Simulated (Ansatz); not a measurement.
# CuNi2S2, from a guessed structure to a relaxed one

This structure for CuNi2S2 is made up. Its elements were placed in a known structure type with a cell scaled to their sizes. What cell does the guess relax to, and how far off was it?

Method: DFT, PBE, plane-wave PAW, files of the set soft_1, scalar-relativistic, ferromagnetic start, cell and ions relaxed at zero pressure; PAW set soft_1, in the first sound run; inputs show where later runs differ, in Ansatz 0.2.0.

## Step 1: Set-up

Symmetry: I4/mmm, No. 139, tetragonal system. Conventional cell: a = 3.529 Å, b = 3.529 Å, c = 11.711 Å, α = 90.00°, β = 90.00°, γ = 90.00°. Cu has 8 S at 2.98 Å nearest. Nearest to Ni lie 4 S at 2.19 Å. S has 4 Ni at 2.19 Å and 4 Cu at 2.98 Å nearest. Farther neighbours and most contacts between anions are not listed.

Structure file:

```cif
data_structure
_symmetry_space_group_name_H-M 'P 1'
_symmetry_Int_Tables_number 1
_cell_length_a 6.3650
_cell_length_b 6.3650
_cell_length_c 6.3650
_cell_angle_alpha 147.812
_cell_angle_beta 147.812
_cell_angle_gamma 46.164
_cell_volume 72.92
loop_
_atom_site_label
_atom_site_type_symbol
_atom_site_fract_x
_atom_site_fract_y
_atom_site_fract_z
_atom_site_occupancy
Cu1 Cu 0.00000 0.00000 0.00000 1
Ni2 Ni 0.25000 0.75000 0.50000 1
Ni3 Ni 0.75000 0.25000 0.50000 1
S4 S 0.63890 0.63890 0.00000 1
S5 S 0.36110 0.36110 0.00000 1
```

## Step 2: Relaxing cell and atoms

The guess takes its coordinates from another compound and its volume from a rule, so the cell and any free coordinates are relaxed together.

input.yaml reads:

```yaml
crystal:
  lattice:
    - [-1.7645, 1.7645, 5.8555]
    - [1.7645, -1.7645, 5.8555]
    - [1.7645, 1.7645, -5.8555]
  atoms:
    - { symbol: Cu, position: [0.0, 0.0, 0.0], spin: 0.6 }
    - { symbol: Ni, position: [0.25, 0.75, 0.5], spin: 1.0 }
    - { symbol: Ni, position: [0.75, 0.25, 0.5], spin: 1.0 }
    - { symbol: S, position: [0.6389, 0.6389, 0.0] }
    - { symbol: S, position: [0.3611, 0.3611, 0.0] }
magnetization:
  spin_polarized: true
kpoints:
  mp_grid: { grid: [11, 11, 11] }
scf:
  occupations: { method: fermi_dirac, width: 0.05 }
hamiltonian:
  xc: pbe
  pseudopotentials: { kind: paw, azcp: { folder: soft_1 } }
relax:
  f_tol: 0.015
  max_steps: 70
  cell: {}
output:
  forces: true
  stress: true
```

Command:

```
$ ansatz run input.yaml --threads 4 --pin off --max-ram 8192MiB --backend cpu --events-out ev --progress --plain --runs-dir out
```

Numbers of over 12 decimals in the logs are rounded to 6 here.

Log:

```text
basis.fft_grid_basis auto: the FFT boxes are laid along the combinations [[1, 0, 1], [0, 1, 1], [0, 0, 1]] of the cell's own vectors, 3.529, 3.529 and 6.365 Å long. The dense box has 24×24×45 points. Along the cell's own vectors, as sized, it would have 45×45×45, 3.52 times as many. Of the 16 symmetry operations that the crystal satisfies within crystal.symmetry.tolerance (time reversal apart; of a slab, those that k [...]
Engine: ansatz 0.2.0, aarch64-unknown-linux-gnu
Pseudopotentials: kind: paw
Pseudopotential: Cu, paw, valence charge 19, recommended cutoff 420 eV (normal), soft_1/Cu.paw.azcp
Pseudopotential: Ni, paw, valence charge 18, recommended cutoff 420 eV (normal), soft_1/Ni.paw.azcp
Pseudopotential: S, paw, valence charge 6, recommended cutoff 420 eV (normal), soft_1/S.paw.azcp
Functional definition: PBE
  parameter kappa = 0.804
  parameter beta = 0.066725
  exchange = pbe_x(kappa = kappa, mu = beta*pi^2/3)
  correlation = pbe_c(beta = beta)
Crystal: 5 atoms, lattice volume = 72.923 Å³
Basis set: ecut = 420 eV, 1419 PW (Γ), FFT grids on a1+a3, a2+a3, a3, exchange–correlation on 48×48×90 points (8 copies of the dense FFT grid, shifted against one another)
Bands: 42, of which v1, the nominal top of the filled ones, is band 34 counted from 1 (33 counted from 0)
Symmetry: 16 space group operations
Space group: I4/mmm (ITA 139), of the structure as read, at distance tolerance 4.2e-5 Å
Magnetic group: BNS 139.531 (UNI 1191), of the structure as read, at distance tolerance 4.2e-5 Å
k-points: 126 of 1331
Non-local potential: Cu, projectors of the file, l = 0: 3, l = 1: 2, l = 2: 3, l = 3: 1
Non-local potential: Ni, projectors of the file, l = 0: 3, l = 1: 2, l = 2: 3, l = 3: 1
Non-local potential: S, projectors of the file, l = 0: 2, l = 1: 2, l = 2: 1
PAW form: soft (Blöchl's): semilocal exchange-correlation on the pseudo side does not see the compensation charge
PAW one-centre angular grid: Cu, 590 points (default); XC on 64 Gauss nodes
PAW one-centre angular grid: Ni, 590 points (default); XC on 64 Gauss nodes
PAW one-centre angular grid: S, 110 points (default); XC on 64 Gauss nodes
Initial density: superposition of atomic densities (chi_scale 0.1, normalization cell, long waves kept (reshape's long-wave potential 0.02 eV rms))
Starting moments: Σ|m| = 2.6 μB on 3 of 5 sites
Initial wavefunctions: pseudopotential atomic-orbital guess
Functional: x = pbe(κ = 0.804, μ = 0.219515), c = pbe(β = 0.066725)
SCF iter   1: F=—  HF=-20103.465936 eV  |F-HF|=—  |Δ(HF+E_count)|=         —  Δρ=5.90e-2 (↑3.83e-2 ↓5.90e-2)  dr2=9.24e0  dr2_m=1.22e-1  M=1.834 μB ∫|m|=1.849 μB  β_m=0.30  ethr=3.10e-3  ⟨swp⟩=6.8  Hψ=45065  notcnv=0  defer=23
Mixer restart at iter 1: flushing history
preconditioner: auto → Kerker (q_TF=auto, 2.690 Å⁻¹)  [metal: Δε(μ)=0.000 eV  Ē_g=8.490 eV  σ=0.050 eV  W_gap=0.00  n_scr=24 (ndim 8)  ℏωp=28.5 eV  f_vac=0.000  D(μ)=5.71/eV (n_scr^D=62)]
spin=Collinear: Kerker preconditioning applied to the charge; magnetization (m = ρ↑ − ρ↓) channel mixes plain (no charge-response kernel on spin).
SCF iter   2: F=—  HF=-20106.452668 eV  |F-HF|=—  |Δ(HF+E_count)|=    2.99e0  Δρ=2.74e-2 (↑1.41e-2 ↓2.74e-2)  dr2=3.40e0  dr2_m=9.34e-2  M=1.736 μB ∫|m|=1.760 μB  β_m=0.39  ethr=3.10e-3  ⟨swp⟩=2.7  Hψ=19174  notcnv=0  defer=525
SCF iter   3: F=—  HF=-20107.855128 eV  |F-HF|=—  |Δ(HF+E_count)|=    1.40e0  Δρ=4.19e-2 (↑1.70e-2 ↓4.19e-2)  dr2=4.79e0  dr2_m=2.13e-1  M=1.423 μB ∫|m|=1.461 μB  β_m=0.18  ethr=3.10e-3  ⟨swp⟩=2.2  Hψ=14087  notcnv=0  defer=515
SCF iter   4: F=—  HF=-20108.333464 eV  |F-HF|=—  |Δ(HF+E_count)|=   4.78e-1  Δρ=2.25e-2 (↑1.77e-2 ↓2.25e-2)  dr2=1.42e0  dr2_m=1.54e-1  M=1.278 μB ∫|m|=1.322 μB  β_m=0.15  ethr=3.10e-3  ⟨swp⟩=2.3  Hψ=14290  notcnv=0  defer=515
SCF iter   5: F=—  HF=-20108.068639 eV  |F-HF|=—  |Δ(HF+E_count)|=   2.65e-1  Δρ=2.73e-2 (↑2.73e-2 ↓1.43e-2)  dr2=4.56e-1  dr2_m=1.51e-1  M=0.875 μB ∫|m|=0.969 μB  β_m=0.49  ethr=2.12e-3  ⟨swp⟩=3.1  Hψ=16275  notcnv=0  defer=516
SCF iter   6: F=—  HF=-20108.203419 eV  |F-HF|=—  |Δ(HF+E_count)|=   1.35e-1  Δρ=1.20e-2 (↑4.87e-3 ↓1.20e-2)  dr2=1.78e-1  dr2_m=3.43e-2  M=0.808 μB ∫|m|=0.845 μB  β_m=0.62  ethr=6.80e-4  ⟨swp⟩=2.7  Hψ=22668  notcnv=0  defer=508
SCF iter   7: F=—  HF=-20108.273732 eV  |F-HF|=—  |Δ(HF+E_count)|=         —  Δρ=1.15e-2 (↑1.15e-2 ↓9.72e-3)  dr2=9.68e-3  dr2_m=7.41e-2  M=0.291 μB ∫|m|=0.329 μB  β_m=0.62  ethr=2.65e-4  ⟨swp⟩=3.1  Hψ=17898  notcnv=0  defer=493
Mixer restart at iter 7: flushing history
SCF iter   8: F=—  HF=-20108.280255 eV  |F-HF|=—  |Δ(HF+E_count)|=   6.52e-3  Δρ=1.25e-2 (↑5.98e-3 ↓1.25e-2)  dr2=5.90e-2  dr2_m=4.24e-2  M=0.199 μB ∫|m|=0.228 μB  β_m=0.62  ethr=1.45e-5  ⟨swp⟩=2.2  Hψ=22350  notcnv=0  defer=464
SCF iter   9: F=—  HF=-20108.292479 eV  |F-HF|=—  |Δ(HF+E_count)|=   1.22e-2  Δρ=8.74e-3 (↑8.74e-3 ↓4.70e-3)  dr2=3.88e-2  dr2_m=1.80e-2  M=0.155 μB ∫|m|=0.177 μB  β_m=0.30  ethr=1.45e-5  ⟨swp⟩=2.2  Hψ=21137  notcnv=0  defer=457
SCF iter  10: F=—  HF=-20108.280734 eV  |F-HF|=—  |Δ(HF+E_count)|=   1.17e-2  Δρ=3.25e-3 (↑3.25e-3 ↓2.97e-3)  dr2=2.97e-3  dr2_m=5.97e-3  M=0.086 μB ∫|m|=0.100 μB  β_m=0.51  ethr=1.45e-5  ⟨swp⟩=2.0  Hψ=22255  notcnv=0  defer=458
SCF iter  11: F=—  HF=-20108.278965 eV  |F-HF|=—  |Δ(HF+E_count)|=   1.77e-3  Δρ=1.00e-3 (↑6.84e-4 ↓1.00e-3)  dr2=1.44e-3  dr2_m=1.00e-4  M=0.019 μB ∫|m|=0.024 μB  β_m=0.55  ethr=4.43e-6  ⟨swp⟩=2.1  Hψ=15254  notcnv=0  defer=458
SCF iter  12: F=—  HF=-20108.279557 eV  |F-HF|=—  |Δ(HF+E_count)|=   5.92e-4  Δρ=1.11e-3 (↑1.11e-3 ↓7.04e-4)  dr2=9.54e-4  dr2_m=6.94e-5  M=0.016 μB ∫|m|=0.019 μB  β_m=0.77  ethr=2.15e-6  ⟨swp⟩=2.0  Hψ=13920  notcnv=0  defer=456
SCF iter  13: F=—  HF=-20108.280137 eV  |F-HF|=—  |Δ(HF+E_count)|=   5.80e-4  Δρ=4.67e-4 (↑1.94e-4 ↓4.67e-4)  dr2=2.38e-4  dr2_m=1.45e-5  M=-0.003 μB ∫|m|=0.004 μB  β_m=0.76  ethr=1.42e-6  ⟨swp⟩=2.5  Hψ=17298  notcnv=0  defer=459
SCF iter  14: F=—  HF=-20108.280136 eV  |F-HF|=—  |Δ(HF+E_count)|=   1.48e-6  Δρ=7.74e-5 (↑1.67e-5 ↓7.74e-5)  dr2=4.24e-6  dr2_m=1.01e-6  M=-0.000 μB ∫|m|=0.001 μB  β_m=0.88  ethr=3.55e-7  ⟨swp⟩=1.5  Hψ=11994  notcnv=0  defer=459
SCF iter  15: F=—  HF=-20108.280137 eV  |F-HF|=—  |Δ(HF+E_count)|=   1.44e-6  Δρ=2.47e-5 (↑1.24e-5 ↓2.47e-5)  dr2=1.64e-7  dr2_m=2.13e-7  M=0.001 μB ∫|m|=0.001 μB  β_m=0.94  ethr=6.33e-9  ⟨swp⟩=2.1  Hψ=15434  notcnv=0  defer=459
SCF iter  16: F=—  HF=-20108.280137 eV  |F-HF|=—  |Δ(HF+E_count)|=   7.85e-9  Δρ=2.59e-6 (↑2.43e-6 ↓2.59e-6)  dr2=2.11e-8  dr2_m=3.57e-10  M=0.000 μB ∫|m|=0.000 μB  β_m=0.95  ethr=2.44e-10  ⟨swp⟩=2.2  Hψ=16797  notcnv=0  defer=459
[...]
relax step   4: F+E_penalty+E_count = -20108.43352148 eV  Δ(F+E_penalty+E_count) = -9.389e-4 eV  max|allowed force component| = 2.411e-2 eV/Å  Δτ_max = 0.0020 Å  P = -0.035 GPa  Ω = 72.992 Å³  energy of the carried Pulay correction = -4.333e-5 eV  (10 SCF iters, dr2 threshold 5.00e-7 eV, accepted)
[...]
relax step   5: F+E_penalty+E_count = -20108.43383577 eV  Δ(F+E_penalty+E_count) = -3.143e-4 eV  max|allowed force component| = 1.330e-2 eV/Å  Δτ_max = 0.0016 Å  P = -0.051 GPa  Ω = 72.967 Å³  energy of the carried Pulay correction = -2.715e-5 eV  (9 SCF iters, dr2 threshold 4.56e-8 eV, accepted)
[...]
relax step   6: F+E_penalty+E_count = -20108.43406194 eV  Δ(F+E_penalty+E_count) = -2.262e-4 eV  max|allowed force component| = 2.564e-3 eV/Å  Δτ_max = 0.0032 Å  P = +0.000 GPa  Ω = 72.848 Å³  energy of the carried Pulay correction = +4.742e-5 eV  (9 SCF iters, dr2 threshold 2.34e-8 eV, accepted)
Initial wavefunctions: pseudopotential atomic-orbital guess (no wavefunctions were taken with the density)
iter 1 solved again at ethr=1.05e-6 eV; its pass at ethr=3.10e-3 eV (dr2=7.03e-4 eV) is discarded
SCF iter   1: F=—  HF=-20108.432064 eV  |F-HF|=—  |Δ(HF+E_count)|=         —  Δρ=3.16e-4 (↑3.16e-4 ↓3.16e-4)  dr2=7.11e-6  dr2_m=1.92e-11  M=0.000 μB ∫|m|=0.000 μB  β_m=0.65  ethr=1.05e-6  ⟨swp⟩=3.0  Hψ=73538  notcnv=0
preconditioner: auto → Kerker (q_TF=auto, 2.291 Å⁻¹)  [metal: Δε(μ)=0.005 eV  Ē_g=8.373 eV  σ=0.050 eV  W_gap=0.02  n_scr=12 (ndim 8)  ℏωp=28.5 eV  f_vac=0.000  D(μ)=4.59/eV (n_scr^D=50)]
spin=Collinear: Kerker preconditioning applied to the charge; magnetization (m = ρ↑ − ρ↓) channel mixes plain (no charge-response kernel on spin).
SCF iter   2: F=—  HF=-20108.433735 eV  |F-HF|=—  |Δ(HF+E_count)|=   1.67e-3  Δρ=1.16e-4 (↑1.16e-4 ↓1.16e-4)  dr2=1.92e-6  dr2_m=2.23e-11  M=0.000 μB ∫|m|=0.000 μB  β_m=0.60  ethr=1.06e-8  ⟨swp⟩=2.0  Hψ=17251  notcnv=0
SCF iter   3: F=—  HF=-20108.433936 eV  |F-HF|=—  |Δ(HF+E_count)|=   2.01e-4  Δρ=5.97e-5 (↑5.97e-5 ↓5.97e-5)  dr2=2.64e-6  dr2_m=1.17e-11  M=0.000 μB ∫|m|=0.000 μB  β_m=0.49  ethr=2.87e-9  ⟨swp⟩=2.0  Hψ=18970  notcnv=0
SCF iter   4: F=—  HF=-20108.433978 eV  |F-HF|=—  |Δ(HF+E_count)|=   4.11e-5  Δρ=5.32e-6 (↑5.25e-6 ↓5.32e-6)  dr2=2.89e-8  dr2_m=5.81e-12  M=0.000 μB ∫|m|=0.000 μB  β_m=0.65  ethr=2.87e-9  ⟨swp⟩=2.0  Hψ=17776  notcnv=0
SCF iter   5: F=—  HF=-20108.433978 eV  |F-HF|=—  |Δ(HF+E_count)|=   2.65e-7  Δρ=3.24e-6 (↑3.24e-6 ↓3.14e-6)  dr2=1.34e-8  dr2_m=7.12e-12  M=0.000 μB ∫|m|=0.000 μB  β_m=0.60  ethr=4.32e-11  ⟨swp⟩=2.0  Hψ=18873  notcnv=0
SCF iter   6: F=—  HF=-20108.433978 eV  |F-HF|=—  |Δ(HF+E_count)|=   4.98e-8  Δρ=2.34e-6 (↑2.20e-6 ↓2.34e-6)  dr2=1.32e-8  dr2_m=5.51e-12  M=0.000 μB ∫|m|=0.000 μB  β_m=0.60  ethr=2.00e-11  ⟨swp⟩=2.0  Hψ=17374  notcnv=0
SCF iter   7: F=—  HF=-20108.433978 eV  |F-HF|=—  |Δ(HF+E_count)|=   1.37e-8  Δρ=7.86e-7 (↑7.20e-7 ↓7.86e-7)  dr2=2.31e-9  dr2_m=1.89e-12  M=0.000 μB ∫|m|=0.000 μB  β_m=0.80  ethr=1.98e-11  ⟨swp⟩=2.1  Hψ=15023  notcnv=0
SCF iter   8: F=—  HF=-20108.433973 eV  |F-HF|=—  |Δ(HF+E_count)|=   4.97e-6  Δρ=2.65e-7 (↑2.65e-7 ↓2.57e-7)  dr2=1.81e-10  dr2_m=1.34e-12  M=0.000 μB ∫|m|=0.000 μB  β_m=0.82  ethr=3.45e-12  ⟨swp⟩=2.0  Hψ=16212  notcnv=0
SCF iter   9: F=—  HF=-20108.433973 eV  |F-HF|=—  |Δ(HF+E_count)|=  1.20e-10  Δρ=1.82e-7 (↑1.82e-7 ↓1.54e-7)  dr2=5.80e-11  dr2_m=2.47e-12  M=0.000 μB ∫|m|=0.000 μB  β_m=0.91  ethr=1.00e-12  ⟨swp⟩=1.0  Hψ=10593  notcnv=0
SCF iter  10: F=—  HF=-20108.433973 eV  |F-HF|=—  |Δ(HF+E_count)|=  3.64e-12  Δρ=8.00e-8 (↑8.00e-8 ↓2.63e-8)  dr2=6.96e-12  dr2_m=7.14e-13  M=0.000 μB ∫|m|=0.000 μB  β_m=0.96  ethr=1.00e-12  ⟨swp⟩=1.0  Hψ=10584  notcnv=0
SCF iter  11: F=-20108.433973 eV  HF=-20108.433973 eV  |F-HF|=7.28e-12  |Δ(HF+E_count)|=  7.28e-12  Δρ=3.06e-8 (↑3.06e-8 ↓2.85e-8)  dr2=1.99e-12  dr2_m=5.27e-14  M=0.000 μB ∫|m|=0.000 μB  ethr=1.00e-12  ⟨swp⟩=3.0  Hψ=33398  notcnv=0
the starting moments were not kept: the SCF closed with an absolute magnetisation of 1.8e-6 μB, where they sum to 2.6 μB in size (3 sites). That is at most 0.1 of that sum. Measured as dr2_m measures the in/out step, that magnetisation stands 3.2e-12 eV from none, at or under the dr2_threshold of 5.0e-11 eV: it is no larger than a step whose dr2_m would equal this threshold.
SCF 7 converged in 11 iterations: F = -20108.433973 eV  dr2 = 1.99e-12
relax step   7: F+E_penalty+E_count = -20108.43397297 eV  Δ(F+E_penalty+E_count) = +8.896e-5 eV  max|allowed force component| = 2.513e-3 eV/Å  Δτ_max = 0.0000 Å  P = -0.003 GPa  Ω = 72.848 Å³  stress off target by 8.62e-3 GPa  SCF on the basis re-selected at this cell (its energy is not comparable with the rows above)  (11 SCF iters)
basis re-selected at this cell: Δ(F+E_penalty+E_count) = +8.896e-5 eV, ΔP = -0.004 GPa vs the last step (what re-selecting the basis moved, of the pressure what is left beyond the Pulay correction that the steps carried, after the strain that the cell walked since its last selection, with what the two solves' SCF thresholds leave and, on support functions, any second-order correction that the steps lacked; it is no m [...]
SCF converged after 11 iterations
Magnetization: 0.0000 μB (33.5000 up, 33.5000 down)
Absolute magnetization: 0.0000 μB (∫|ρ↑−ρ↓|, with the PAW one-centre terms)
Spin contamination: 0.0000 ħ² per cell (⟨S²⟩ above its minimum at these occupations)
Per-site moments (μB) at R_I (Å): [(3.9862106313640045e-8, 1.207298), (7.178065110732175e-7, 0.929825), (7.17806510832758e-7, 0.929825), (9.582686513424161e-8, 0.929825), (9.582686537180943e-8, 0.929825)]
Free energy (F): -20108.433973 eV
Harris-Foulkes:  -20108.433973 eV  (|F-HF|=7.28e-12)
Internal energy: -20108.395715 eV  (E = F + TS)
E sigma→0 (E₀):  -20108.414844 eV
Entropy (-TS):   -0.038258 eV (-7.652 meV/atom)
Fermi energy:    11.974334 eV
--- Per-component energies (eV) ---
  E_band       = -1179.889796
  E_kinetic    = 1150.108843
  E_local      = -13666.509222  (includes V_loc(G=0)·N_el)
  E_nonlocal   = 745.051151
  E_hartree    = 6559.690661
  E_xc         = -468.598392
  E_vxc        = -540.703688  (∫ρ·V_xc dr)
  E_paw        = -6361.531357  (= ΣΔE_a)
  E_vpaw       = -1987.220831  (= ΣTr[D̂ρ^β])
  E_aug_tail   = 0.002669  (compensation charges beyond the density's cutoff)
  E_ewald      = -8066.610068
  E_smearing   = -0.038258  (= −TS)
  E_closure    = 0.000000  (closes the sum)
  Σ components = -20108.433973   (vs F -20108.433973, Δ=0.00e0)
--- Forces (eV/Å), atoms counted from 1 ---
  atom   1  Cu     0.00000000     0.00000000    -0.00000000
  atom   2  Ni     0.00000000    -0.00000000     0.00000000
  atom   3  Ni     0.00000000    -0.00000000     0.00000000
  atom   4  S     -0.00000000     0.00000000     0.00251339
  atom   5  S      0.00000000    -0.00000000    -0.00251339
  max |Σ_I F_I| component: 2.52e-17 eV/Å
--- Stress (GPa, compression-positive) ---
       -0.008620       0.000000       0.000000
        0.000000      -0.008620      -0.000000
       -0.000000      -0.000000       0.006854
  P = ⅓ Tr σ = -0.0035 GPa (-0.035 kbar)
--- Relaxed structure (6 steps of the walk, 6 accepted, 1 SCFs on fresh bases) ---
  F+E_penalty+E_count = -20108.43397297 eV   max|allowed force component| = 2.513e-3 eV/Å   (the final SCF, on the basis selected at the relaxed cell)
  cell:  # Å, volume = 72.8481 Å³
    - [-1.784365, 1.784365, 5.719937]
    - [1.784365, -1.784365, 5.719937]
    - [1.784365, 1.784365, -5.719937]
  atoms:
    - { symbol: Cu, position: [-2.444107023620299e-19, -2.444107023620298e-19, 0] }
    - { symbol: Ni, position: [0.25, 0.750000, 0.500000] }
    - { symbol: Ni, position: [0.750000, 0.25, 0.500000] }
    - { symbol: S, position: [0.629601, 0.629601, 0] }
    - { symbol: S, position: [0.370399, 0.370399, 0] }
```

It took 1.9 min on 4 threads of Arm Neoverse V1, shared host; peak memory 0.79 GiB.

The steps of the relaxation:

| step | energy less that of the first step (eV) | largest force component (eV/Å) | pressure (GPa) | volume (Å³) |
| --- | --- | --- | --- | --- |
| 1 | 0.0000 | 1.3790 | 6.01 | 72.92 |
| 2 | -0.1158 | 0.6839 | 3.72 | 71.82 |
| 3 | -0.1524 | 0.0995 | 0.61 | 72.62 |
| 4 | -0.1534 | 0.0241 | -0.03 | 72.99 |
| 5 | -0.1537 | 0.0133 | -0.05 | 72.97 |
| 6 | -0.1539 | 0.0026 | 0.00 | 72.85 |
| 7* | -0.1538 | 0.0025 | 0.00 | 72.85 |

Relaxation steps marked * repeat the geometry before them on a plane-wave basis chosen anew for their cell, so energy and pressure can jump there.

Forces are held to the 16 operations that the run works with; a distortion that breaks them can't arise in this run.

| conventional cell, symmetrised | before | after | change |
| --- | --- | --- | --- |
| a (Å) | 3.529 | 3.569 | +1.1 % |
| b (Å) | 3.529 | 3.569 | +1.1 % |
| c (Å) | 11.711 | 11.440 | -2.3 % |
| volume (Å³/atom) | 14.58 | 14.57 | -0.1 % |

The atoms that moved most (Å, as changes of fractional coordinates times the final cell):

| atom | dx | dy | dz | length |
| --- | --- | --- | --- | --- |
| S4 | 0.000 | 0.000 | -0.106 | 0.106 |
| S5 | 0.000 | 0.000 | 0.106 | 0.106 |

The relaxed structure:

```cif
data_structure
_symmetry_space_group_name_H-M 'P 1'
_symmetry_Int_Tables_number 1
_cell_length_a 6.2518
_cell_length_b 6.2518
_cell_length_c 6.2518
_cell_angle_alpha 146.833
_cell_angle_beta 146.833
_cell_angle_gamma 47.611
_cell_volume 72.85
loop_
_atom_site_label
_atom_site_type_symbol
_atom_site_fract_x
_atom_site_fract_y
_atom_site_fract_z
_atom_site_occupancy
Cu1 Cu 0.00000 0.00000 0.00000 1
Ni2 Ni 0.25000 0.75000 0.50000 1
Ni3 Ni 0.75000 0.25000 0.50000 1
S4 S 0.62960 0.62960 0.00000 1
S5 S 0.37040 0.37040 0.00000 1
```

This step gave:

| Quantity | Value |
| --- | --- |
| free energy | -20108.4340 eV |
| energy at zero smearing | -20108.4148 eV |
| smearing term TS | 0.03826 eV |
| Fermi energy | 11.97 eV |
| electrons | 67 |
| symmetry operations | 16 |
| pressure | -0.003462 GPa |

The shortest distance of each pair, which need not be the same contact before and after:

| pair | guess (Å) | relaxed (Å) |
| --- | --- | --- |
| Ni–S | 2.192 | 2.254 |
| Ni–Ni | 2.495 | 2.523 |
| Cu–S | 2.979 | 2.927 |
| S–S | 3.253 | 2.965 |
| Cu–Ni | 3.418 | 3.371 |

The relaxation ends with a largest force component of 0.0025 eV/Å and a pressure of 0.00 GPa. The starting moments have collapsed: the run ends non-magnetic.

(Part 1 of 2 ends here.)

[Logs are printed without paths, hosts, clocks, repeated set-up lines and the standing remarks that a program may print on its own settings, such as how far it seeks lower states.]

[Hosts, paths, dates, database ids (printed as entryN), source tags and the programs' standing remarks are cut or masked in the printed files.]
